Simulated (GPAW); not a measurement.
## Work function of V2NS2 MXene monolayer at several levels

How far do functional and basis move the work function of V2NS2 MXene monolayer?

Main program and level: GPAW 26.7.0; GPAW, PAW setups; layer in a repeated cell with vacuum, relaxation of atoms and in-plane cell, in the first sound run; inputs show where later runs differ.

## Step 1: Set-up

The cell holds 5 atoms: 2 S, 2 V and 1 N. Cell: a = 2.941 Å, b = 2.941 Å, c = 23.789 Å, α = 90.0°, β = 90.0°, γ = 120.0°. Vacuum lies along c.

## Step 2: Relaxation

Forces are removed first; all later runs use this geometry.

run.py reads:

```python
import json
import numpy as np
from ase import Atoms
from ase.filters import FrechetCellFilter
from ase.optimize import BFGS
from gpaw import GPAW, PW

slab = Atoms(
    ['S', 'V', 'N', 'V', 'S'],
    positions=[
        [-0.00000, 1.69779, 9.00000],
        [1.47033, 0.84889, 10.73432],
        [0.00000, 0.00000, 11.89462],
        [-0.00000, 1.69779, 13.05492],
        [1.47033, 0.84889, 14.78924]],
    cell=[[2.94065, 0.0, 0.0], [-1.47033, 2.54668, 0.0], [0.0, 0.0, 23.7892]],
    pbc=[True, True, True],
    magmoms=[0.0, 2.0, 0.0, 2.0, 0.0])

slab.calc = GPAW(mode=PW(600), xc='PBE', kpts={'size': (12, 12, 1), 'gamma': True},
                 occupations={'name': 'fermi-dirac', 'width': 0.05}, nbands='160%',
                 convergence={'density': 1e-05}, maxiter=200,
                 symmetry={'tolerance': 1e-3}, txt='slab.txt')
result = {}
# The in-plane cell is free; stress needs a cell that repeats along all three vectors
path = []
opt = BFGS(FrechetCellFilter(slab, mask=[1, 1, 0, 0, 0, 1]), maxstep=0.2)
opt.attach(lambda: path.append((slab.get_potential_energy(), slab.positions.tolist(), slab.get_forces().tolist())))
result['relaxed'] = bool(opt.run(fmax=0.02, steps=45))
result['path'] = path
result['cell'] = slab.cell.tolist()
print('in-plane lattice', slab.cell.cellpar().round(4)[[0, 1, 5]])
energy = slab.get_potential_energy()
fermi = slab.calc.get_fermi_level()
v = slab.calc.get_electrostatic_potential().mean((0, 1)) - fermi
n = slab.calc.get_pseudo_density().mean((0, 1))
L = slab.cell[2, 2]
z = np.arange(len(v)) * L / len(v)
low, high = slab.positions[:, 2].min(), slab.positions[:, 2].max()
below, above = np.interp([low - 6.8, high + 6.8], z, v)
slopes = [np.interp(x, z, np.gradient(v, z)) for x in (low - 6.8, high + 6.8)]
eps = np.array([[slab.calc.get_eigenvalues(k, s) for k in range(len(slab.calc.get_ibz_k_points()))]
                for s in range(slab.calc.get_number_of_spins())]) - fermi
top, bottom = eps[eps < 0].max(), eps[eps > 0].min()
dipole = slab.get_dipole_moment()[2]
print(f'energy {energy:.4f} eV, Fermi level {fermi:.4f} eV, dipole {dipole:.5f} e A')
print(f'potential 6.8 A off the faces, from the Fermi level: lower {below:.4f} eV, upper {above:.4f} eV')
print(f'slope of the potential there: lower {slopes[0]:.5f}, upper {slopes[1]:.5f} eV/A')
print(f'nearest levels on the mesh: {top:.4f} and {bottom:.4f} eV')
print('magnetic moment', round(slab.get_magnetic_moment(), 3))
result.update(energy=energy, fermi=fermi, dipole=dipole, below=below, above=above, slopes=slopes, edges=[top, bottom],
              z=z.tolist(), v=v.tolist(), n=n.tolist(), positions=slab.positions.tolist(),
              forces=slab.get_forces(apply_constraint=False).tolist(), moments=slab.get_magnetic_moments().tolist())
json.dump(result, open('result.json', 'w'))
```

Run with:

```sh
$ OMP_NUM_THREADS=1 OPENBLAS_NUM_THREADS=1 python run.py
```

Output:

```text
Step          Energy          fmax
BFGS:    0      -37.613674        1.351793
BFGS:    1      -37.670489        1.138008
BFGS:    2      -37.789001        1.115334
BFGS:    3      -37.819276        0.787236
BFGS:    4      -37.923607        0.393557
BFGS:    5      -37.966793        1.794909
BFGS:    6      -38.044822        0.288674
BFGS:    7      -38.065732        0.241870
BFGS:    8      -38.087358        0.173710
BFGS:    9      -38.090865        0.142711
BFGS:   10      -38.100869        0.016757
in-plane lattice [  3.0621   3.0621 120.0001]
energy -38.0888 eV, Fermi level -0.4049 eV, dipole 0.00051 e A
potential 6.8 A off the faces, from the Fermi level: lower 5.3122 eV, upper 5.3097 eV
slope of the potential there: lower 0.00043, upper 0.00060 eV/A
nearest levels on the mesh: -0.0215 and 0.0015 eV
magnetic moment -0.0
```

It took 68 min on 1 thread of Arm Neoverse N1, shared host; peak memory 0.64 GiB.

Numbers from this step:

- dipole along the normal: 5.11e-4 e·Å
- levels nearest the Fermi level on the mesh: -0.02149, 0.001523 eV from the Fermi level
- sum of the site moments: 0 μB

The electrostatic potential energy of an electron (without an applied field's), less the Fermi level, planar mean oscillates, so the rows of the table below give means over windows of 1.41 Å about each position, cut where the curve ends. Its maxima inside the range that stand out by 2 % of the span (Å: eV): 10.0: -4.95, 11.5: -9.65, 12.3: -9.66, 13.7: -4.95. Its minima: 9.3: -20.8, 10.8: -16.8, 11.9: -15.3, 13.0: -16.8, 14.5: -20.8.

Table of electrostatic potential energy of an electron (without an applied field's), less the Fermi level, planar mean by z; means over each step:

z (Å), electrostatic potential energy of an electron (without an applied field's), less the Fermi level, planar mean (eV) and a bar from the least value:
```
     0.70        5.3 ##############################
     2.11        5.3 ##############################
     3.52        5.3 ##############################
     4.93        5.3 ##############################
     6.34        5.3 ##############################
     7.75        4.4 ############################
     9.16      -11.2 #
    10.57      -11.2 #
    11.98      -11.8 
    13.39      -10.6 ##
    14.80      -10.0 ###
    16.21        4.8 #############################
    17.62        5.3 ##############################
    19.03        5.3 ##############################
    20.44        5.3 ##############################
    21.85        5.3 ##############################
    23.26        5.3 ##############################
```

Pseudo valence density, planar mean against z:

```csv
z (Å),"pseudo valence density, planar mean (e/Å³)"
6,1.0e-4
7,0.00236
8,0.0592
9,0.441
10,0.444
11,1.62
12,0.774
13,1.78
14,0.488
15,0.398
16,0.0300
17,0.00122
18,5.2e-5
```

The relaxation lowered the energy of the cell by 0.487 eV (energies extrapolated to zero smearing; the optimiser's log prints free energies). The largest force left on a free atom is 0.017 eV/Å.

## Step 3: The slab's potential

The work function is the vacuum plateau of the electrostatic potential less the Fermi level; a dipole layer lets the two faces have plateaus of their own.

This step: GPAW, PAW setups; slab in vacuum (GPAW 26.7.0).

The cell differs from the one that the last finished run ended in (c 23.789 → 23.268 Å).

Changes to run.py since step 2:

```diff
@@ -3,4 +3,2 @@
 from ase import Atoms
-from ase.filters import FrechetCellFilter
-from ase.optimize import BFGS
 from gpaw import GPAW, PW
@@ -10,24 +8,17 @@
     positions=[
-        [-0.00000, 1.69779, 9.00000],
-        [1.47033, 0.84889, 10.73432],
-        [0.00000, 0.00000, 11.89462],
-        [-0.00000, 1.69779, 13.05492],
-        [1.47033, 0.84889, 14.78924]],
-    cell=[[2.94065, 0.0, 0.0], [-1.47033, 2.54668, 0.0], [0.0, 0.0, 23.7892]],
-    pbc=[True, True, True],
+        [0.00000, 1.76791, 9.00000],
+        [1.53106, 0.88395, 10.58022],
+        [-0.00000, -0.00000, 11.63393],
+        [0.00000, 1.76791, 12.68763],
+        [1.53106, 0.88395, 14.26785]],
+    cell=[[3.06211, 0.0, 0.0], [-1.53106, 2.65187, 0.0], [0.0, 0.0, 23.2679]],
+    pbc=[True, True, False],
     magmoms=[0.0, 2.0, 0.0, 2.0, 0.0])
 
-slab.calc = GPAW(mode=PW(600), xc='PBE', kpts={'size': (12, 12, 1), 'gamma': True},
+slab.calc = GPAW(mode=PW(500), xc='PBE', kpts={'size': (12, 12, 1), 'gamma': True},
                  occupations={'name': 'fermi-dirac', 'width': 0.05}, nbands='160%',
                  convergence={'density': 1e-05}, maxiter=200,
+                 poissonsolver={'dipolelayer': 'xy'},
                  symmetry={'tolerance': 1e-3}, txt='slab.txt')
 result = {}
-# The in-plane cell is free; stress needs a cell that repeats along all three vectors
-path = []
-opt = BFGS(FrechetCellFilter(slab, mask=[1, 1, 0, 0, 0, 1]), maxstep=0.2)
-opt.attach(lambda: path.append((slab.get_potential_energy(), slab.positions.tolist(), slab.get_forces().tolist())))
-result['relaxed'] = bool(opt.run(fmax=0.02, steps=45))
-result['path'] = path
-result['cell'] = slab.cell.tolist()
-print('in-plane lattice', slab.cell.cellpar().round(4)[[0, 1, 5]])
 energy = slab.get_potential_energy()
```

Output:

```text
energy -37.6615 eV, Fermi level -0.2941 eV, dipole -0.00072 e A
potential 6.8 A off the faces, from the Fermi level: lower 5.3056 eV, upper 5.3204 eV
slope of the potential there: lower 0.00012, upper -0.00012 eV/A
nearest levels on the mesh: -0.0222 and 0.0021 eV
magnetic moment -0.0
```

The job ended after 4.4 min (1 thread; peak memory 0.34 GiB).

Numbers from this step:

- dipole along the normal: -7.23e-4 e·Å
- levels nearest the Fermi level on the mesh: -0.02220, 0.002061 eV from the Fermi level
- upper work function: 5.320 eV
- lower work function: 5.306 eV

The electrostatic potential energy of an electron (without an applied field's), less the Fermi level, planar mean oscillates, so the rows of the table below give means over windows of 1.45 Å about each position, cut where the curve ends. Its maxima inside the range that stand out by 2 % of the span (Å: eV): 9.8: -4.97, 11.2: -9.76, 12.0: -9.76, 13.5: -4.96. Its minima: 9.0: -20.8, 10.6: -16.7, 11.6: -15.4, 12.7: -16.7, 14.3: -20.8.

Table of electrostatic potential energy of an electron (without an applied field's), less the Fermi level, planar mean by z; means over each step:

```csv
z (Å),"electrostatic potential energy of an electron (without an applied field's), less the Fermi level, planar mean (eV)"
0.72,5.31
2.17,5.31
3.62,5.31
5.07,5.30
6.52,5.26
7.97,0.969
9.42,-11.6
10.87,-13.2
12.32,-13.3
13.77,-11.5
15.22,0.0955
16.67,5.26
18.12,5.32
19.57,5.32
21.02,5.32
22.47,5.32
```

Pseudo valence density, planar mean against z:

```csv
z (Å),"pseudo valence density, planar mean (e/Å³)"
5,1.1e-5
6,2.2e-4
7,0.00539
8,0.129
9,0.426
10,0.552
11,0.961
12,0.722
13,1.11
14,0.503
15,0.257
16,0.0132
17,5.4e-4
18,2.4e-5
```

The potential is flat to 1.2e-4 eV/Å where it is read, so the vacuum is wide enough.

## Step 4: OptPBE vdW: xc = "optPBE-vdW"

The same geometry under optPBE-vdW, to see how far the functional moves the levels against the vacuum (the van der Waals functionals take revPBE setups).

Changes to run.py since step 3:

```diff
@@ -17,3 +17,3 @@
 
-slab.calc = GPAW(mode=PW(500), xc='PBE', kpts={'size': (12, 12, 1), 'gamma': True},
+slab.calc = GPAW(mode=PW(500), xc='optPBE-vdW', kpts={'size': (12, 12, 1), 'gamma': True},
                  occupations={'name': 'fermi-dirac', 'width': 0.05}, nbands='160%',
```

Output:

```text
energy -66.6787 eV, Fermi level -0.4887 eV, dipole -0.00072 e A
potential 6.8 A off the faces, from the Fermi level: lower 5.5610 eV, upper 5.5758 eV
slope of the potential there: lower 0.00012, upper -0.00012 eV/A
nearest levels on the mesh: -0.0015 and 0.0092 eV
magnetic moment -0.0
```

Elapsed: 4.7 min, on 1 thread; peak memory 0.51 GiB.

This step gave:

```
levels nearest the Fermi level on the mesh : -0.001464, 0.009228 eV from the Fermi level
upper work function                        : 5.576 eV
lower work function                        : 5.561 eV
```

The electrostatic potential energy of an electron (without an applied field's), less the Fermi level, planar mean oscillates, so the rows of the table below give means over windows of 1.45 Å about each position, cut where the curve ends. Its maxima inside the range that stand out by 2 % of the span (Å: eV): 9.8: -4.94, 11.2: -9.69, 12.0: -9.68, 13.5: -4.93. Its minima: 9.0: -20.8, 10.6: -16.7, 11.6: -15.3, 12.7: -16.6, 14.3: -20.7.

Table of electrostatic potential energy of an electron (without an applied field's), less the Fermi level, planar mean by z; means over each step:

```csv
z (Å),"electrostatic potential energy of an electron (without an applied field's), less the Fermi level, planar mean (eV)"
0.72,5.56
2.17,5.56
3.62,5.56
5.07,5.56
6.52,5.50
7.97,1.12
9.42,-11.6
10.87,-13.1
12.32,-13.3
13.77,-11.4
15.22,0.244
16.67,5.51
18.12,5.57
19.57,5.58
21.02,5.58
22.47,5.58
```

Table of pseudo valence density, planar mean by z:

z (Å), pseudo valence density, planar mean (e/Å³) and a bar:
```
      5.5       0.00 
      6.0       0.00 
      6.5       0.00 
      7.0       0.01 
      7.5       0.03 
      8.0       0.13 ##
      8.5       0.38 #######
      9.0       0.43 #######
      9.5       0.50 #########
     10.0       0.55 #########
     10.5       1.75 ##############################
     11.0       0.96 ################
     11.5       0.77 #############
     12.0       0.72 ############
     12.5       1.54 ##########################
     13.0       1.11 ###################
     13.5       0.45 ########
     14.0       0.50 #########
     14.5       0.44 #######
     15.0       0.26 ####
     15.5       0.06 #
     16.0       0.01 
     16.5       0.00 
     17.0       0.00 
     17.5       0.00
```

Force by atom:

```csv
atom,x (eV/Å),y (eV/Å),z (eV/Å),size
S1,0.000,0.000,-0.290,0.290
V2,0.000,0.000,-0.136,0.136
N3,0.000,0.000,0.000,0.000
V4,0.000,0.000,0.136,0.136
S5,0.000,0.000,0.290,0.290
```

The upper face's work function is 5.576 eV, against 5.320 eV in the first plane-wave PBE run at this geometry.

## Step 5: Self-consistent run: xc = "revPBE"

The same geometry under revPBE, to see how far the functional moves the levels against the vacuum.

Changes to run.py since step 4:

```diff
@@ -17,3 +17,3 @@
 
-slab.calc = GPAW(mode=PW(500), xc='optPBE-vdW', kpts={'size': (12, 12, 1), 'gamma': True},
+slab.calc = GPAW(mode=PW(500), xc='revPBE', kpts={'size': (12, 12, 1), 'gamma': True},
                  occupations={'name': 'fermi-dirac', 'width': 0.05}, nbands='160%',
```

Output:

```text
energy -35.8037 eV, Fermi level -0.2049 eV, dipole -0.00072 e A
potential 6.8 A off the faces, from the Fermi level: lower 5.2081 eV, upper 5.2228 eV
slope of the potential there: lower 0.00012, upper -0.00012 eV/A
nearest levels on the mesh: -0.0231 and 0.0026 eV
magnetic moment -0.0
```

Wall time 4.4 min (1 thread); peak memory 0.34 GiB.

Numbers from this step:

| Quantity | Value |
| --- | --- |
| levels nearest the Fermi level on the mesh | -0.02310, 0.002569 eV from the Fermi level |
| upper work function | 5.223 eV |
| lower work function | 5.208 eV |

The electrostatic potential energy of an electron (without an applied field's), less the Fermi level, planar mean oscillates, so the rows of the table below give means over windows of 1.45 Å about each position, cut where the curve ends. Its maxima inside the range that stand out by 2 % of the span (Å: eV): 9.8: -5.04, 11.2: -9.85, 12.0: -9.85, 13.5: -5.04. Its minima: 9.0: -20.9, 10.6: -16.8, 11.6: -15.5, 12.7: -16.8, 14.3: -20.9.

Table of electrostatic potential energy of an electron (without an applied field's), less the Fermi level, planar mean by z; means over each step:

```csv
z (Å),"electrostatic potential energy of an electron (without an applied field's), less the Fermi level, planar mean (eV)"
0.72,5.21
2.17,5.21
3.62,5.21
5.07,5.21
6.52,5.16
7.97,0.896
9.42,-11.7
10.87,-13.2
12.32,-13.4
13.77,-11.5
15.22,0.0240
16.67,5.16
18.12,5.22
19.57,5.22
21.02,5.22
22.47,5.22
```

The upper face's work function is 5.223 eV, against 5.320 eV in the first plane-wave PBE run at this geometry.

## Step 6: Self-consistent run: xc = "RPBE"

The same geometry under RPBE, to see how far the functional moves the levels against the vacuum.

Changes to run.py since step 5:

```diff
@@ -17,3 +17,3 @@
 
-slab.calc = GPAW(mode=PW(500), xc='revPBE', kpts={'size': (12, 12, 1), 'gamma': True},
+slab.calc = GPAW(mode=PW(500), xc='RPBE', kpts={'size': (12, 12, 1), 'gamma': True},
                  occupations={'name': 'fermi-dirac', 'width': 0.05}, nbands='160%',
```

Output:

```text
energy -35.4406 eV, Fermi level -0.1958 eV, dipole -0.00072 e A
potential 6.8 A off the faces, from the Fermi level: lower 5.2082 eV, upper 5.2230 eV
slope of the potential there: lower 0.00011, upper -0.00012 eV/A
nearest levels on the mesh: -0.0233 and 0.0015 eV
magnetic moment 0.0
```

Elapsed: 4.5 min, on 1 thread; peak memory 0.34 GiB.

Numbers from this step:

```
levels nearest the Fermi level on the mesh : -0.02332, 0.001475 eV from the Fermi level
```

The electrostatic potential energy of an electron (without an applied field's), less the Fermi level, planar mean oscillates, so the rows of the table below give means over windows of 1.45 Å about each position, cut where the curve ends. Its maxima inside the range that stand out by 2 % of the span (Å: eV): 9.8: -5.07, 11.2: -9.89, 12.0: -9.88, 13.5: -5.06. Its minima: 9.0: -20.9, 10.6: -16.8, 11.6: -15.5, 12.7: -16.8, 14.3: -20.9.

The electrostatic potential energy of an electron (without an applied field's), less the Fermi level, planar mean by z; means over each step:

```csv
z (Å),"electrostatic potential energy of an electron (without an applied field's), less the Fermi level, planar mean (eV)"
0.72,5.21
2.17,5.21
3.62,5.21
5.07,5.21
6.52,5.16
7.97,0.882
9.42,-11.7
10.87,-13.3
12.32,-13.5
13.77,-11.6
15.22,0.00888
16.67,5.16
18.12,5.22
19.57,5.22
21.02,5.22
22.47,5.22
```

The upper face's work function is 5.223 eV, against 5.320 eV in the first plane-wave PBE run at this geometry.

## Step 7: Self-consistent run: xc = "vdW-DF2"

The same geometry under vdW-DF2, to see how far the functional moves the levels against the vacuum (the van der Waals functionals take revPBE setups).

Changes to run.py since step 6:

```diff
@@ -17,3 +17,3 @@
 
-slab.calc = GPAW(mode=PW(500), xc='RPBE', kpts={'size': (12, 12, 1), 'gamma': True},
+slab.calc = GPAW(mode=PW(500), xc='vdW-DF2', kpts={'size': (12, 12, 1), 'gamma': True},
                  occupations={'name': 'fermi-dirac', 'width': 0.05}, nbands='160%',
```

Output:

```text
energy -185.8657 eV, Fermi level -0.6083 eV, dipole -0.00072 e A
potential 6.8 A off the faces, from the Fermi level: lower 5.7483 eV, upper 5.7630 eV
slope of the potential there: lower 0.00012, upper -0.00012 eV/A
nearest levels on the mesh: -0.0133 and 0.0190 eV
magnetic moment -0.0
```

It took 4.7 min on 1 thread; peak memory 0.51 GiB.

This step gave:

* levels nearest the Fermi level on the mesh: -0.01326, 0.01898 eV from the Fermi level
* upper work function: 5.763 eV
* lower work function: 5.748 eV

The upper face's work function is 5.763 eV, against 5.320 eV in the first plane-wave PBE run at this geometry.

## Step 8: Self-consistent run: xc = "LDA"

The same geometry under LDA, to see how far the functional moves the levels against the vacuum.

Changes to run.py since step 7:

```diff
@@ -17,3 +17,3 @@
 
-slab.calc = GPAW(mode=PW(500), xc='vdW-DF2', kpts={'size': (12, 12, 1), 'gamma': True},
+slab.calc = GPAW(mode=PW(500), xc='LDA', kpts={'size': (12, 12, 1), 'gamma': True},
                  occupations={'name': 'fermi-dirac', 'width': 0.05}, nbands='160%',
```

Output:

```text
energy -42.3145 eV, Fermi level -0.5549 eV, dipole -0.00072 e A
potential 6.8 A off the faces, from the Fermi level: lower 5.5549 eV, upper 5.5697 eV
slope of the potential there: lower 0.00012, upper -0.00012 eV/A
nearest levels on the mesh: -0.0030 and 0.0172 eV
magnetic moment 0.0
```

Elapsed: 4 min, on 1 thread; peak memory 0.33 GiB.

Numbers from this step:

* levels nearest the Fermi level on the mesh: -0.003026, 0.01720 eV from the Fermi level
* upper work function: 5.570 eV
* lower work function: 5.555 eV

The upper face's work function is 5.570 eV, against 5.320 eV in the first plane-wave PBE run at this geometry.

## Step 9: Real-space grid: mode = "fd"

A real-space grid is a second complete basis, so it checks the plane-wave result.

Changes to run.py since step 8:

```diff
@@ -3,3 +3,3 @@
 from ase import Atoms
-from gpaw import GPAW, PW
+from gpaw import GPAW
 
@@ -17,3 +17,3 @@
 
-slab.calc = GPAW(mode=PW(500), xc='LDA', kpts={'size': (12, 12, 1), 'gamma': True},
+slab.calc = GPAW(mode='fd', h=0.18, xc='PBE', kpts={'size': (12, 12, 1), 'gamma': True},
                  occupations={'name': 'fermi-dirac', 'width': 0.05}, nbands='160%',
```

Output:

```text
energy -38.2613 eV, Fermi level -5.3112 eV, dipole -0.00073 e A
potential 6.8 A off the faces, from the Fermi level: lower 5.3038 eV, upper 5.3186 eV
slope of the potential there: lower -0.00000, upper 0.00000 eV/A
nearest levels on the mesh: -0.0212 and 0.0015 eV
magnetic moment -0.0
```

The job ended after 14 min (1 thread; peak memory 1.1 GiB).

Numbers from this step:

- dipole along the normal: -7.29e-4 e·Å
- levels nearest the Fermi level on the mesh: -0.02119, 0.001515 eV from the Fermi level
- upper work function: 5.319 eV
- lower work function: 5.304 eV

The upper face's work function is 5.319 eV, against 5.320 eV in the first plane-wave PBE run at this geometry.

[end of part 1 of 2]

[Logs are printed without paths, hosts, clocks, repeated set-up lines and the standing remarks that a program may print on its own settings, such as how far it seeks lower states.]

[Hosts, paths, dates, database ids (printed as entryN), source tags and the programs' standing remarks are cut or masked in the printed files.]
